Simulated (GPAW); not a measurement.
The La L₃ edge of atom 1 in La2O3 (P-3m1), with 3 O at 2.36 Å, 1 O at 2.44 Å and 3 O at 2.72 Å (7-fold, site symmetry 3m), was computed in 2 ways: full core hole (charged cell) and no core hole. Program and functional: GPAW, LDA, without spin-orbit coupling, Gaussian full width 3.41 eV up to 4 eV, rising linearly to 3.5 eV at 25 eV; cells of 5 and 15 atoms (the run without a hole in the smaller).

Each run is counted from its own lowest empty level or Fermi level and scaled to a mean of 1 over its first 20 eV.

```
E (eV)  run 1  run 2
  -2.0   0.06   0.40
  -1.4   0.14   0.75
  -0.8   0.26   1.20
  -0.2   0.44   1.71
   0.4   0.66   2.18
   1.0   0.93   2.54
   1.6   1.20   2.75
   2.2   1.48   2.79
   2.8   1.73   2.66
   3.4   1.96   2.39
   4.0   2.14   2.02
   4.6   2.25   1.62
   5.2   2.23   1.25
   5.8   2.06   0.93
   6.4   1.76   0.69
   7.0   1.40   0.51
   7.6   1.05   0.40
   8.2   0.78   0.34
   8.8   0.60   0.32
   9.4   0.52   0.33
  10.0   0.50   0.35
  10.6   0.51   0.39
  11.2   0.54   0.43
  11.8   0.56   0.47
  12.4   0.58   0.50
  13.0   0.59   0.53
  13.6   0.61   0.56
  14.2   0.63   0.58
  14.8   0.65   0.60
  15.4   0.65   0.61
  16.0   0.65   0.62
  16.6   0.64   0.62
  17.2   0.64   0.61
  17.8   0.64   0.61
  18.4   0.64   0.61
  19.0   0.63   0.60
  19.6   0.61   0.59
  20.2   0.58   0.57
  20.8   0.54   0.54
  21.4   0.52   0.52
  22.0   0.51   0.50
  22.6   0.51   0.50
  23.2   0.51   0.49
  23.8   0.52   0.49
  24.4   0.54   0.50
  25.0   0.56   0.50
  25.6   0.59   0.51
  26.2   0.61   0.52
  26.8   0.64   0.55
  27.4   0.65   0.58
  28.0   0.65   0.61
  28.6   0.64   0.65
  29.2   0.63   0.70
  29.8   0.64   0.74
```

Q: Which run is which?

Run 1: no core hole (area from −2 to 6 eV 10.3, main maxima 4.8 eV (2.26) and 15.4 eV (0.65)). Run 2: full core hole (charged cell) (area from −2 to 6 eV 14.9, main maxima 2.0 eV (2.80) and 16.2 eV (0.62)). With each curve scaled to its own mean, the area from −2 to 6 eV with the hole is 14.9 against 10.3, and the centre of weight from −1 to 20 eV moves by -1.6 eV, while the pattern of peaks shifts by -2.2 eV: the hole pulls the absorber's empty states down.

[Banner, clock and machine lines of the logs are left out without a mark of their own.]

[Logs are printed without paths, hosts, clocks, repeated set-up lines and the standing remarks that a program may print on its own settings, such as how far it seeks lower states.]

[Hosts, paths, dates, database ids (printed as entryN), source tags and the programs' standing remarks are cut or masked in the printed files.]

[Lists of maxima count a maximum above −3 eV only where it reaches 4 % of the highest in the window and stands out from its surroundings by 2 % of it (1.5 % where it reaches 55 %); shoulders and weaker maxima are passed over, and of the rest the first, up to two pre-edge ones and the few strongest are named.]
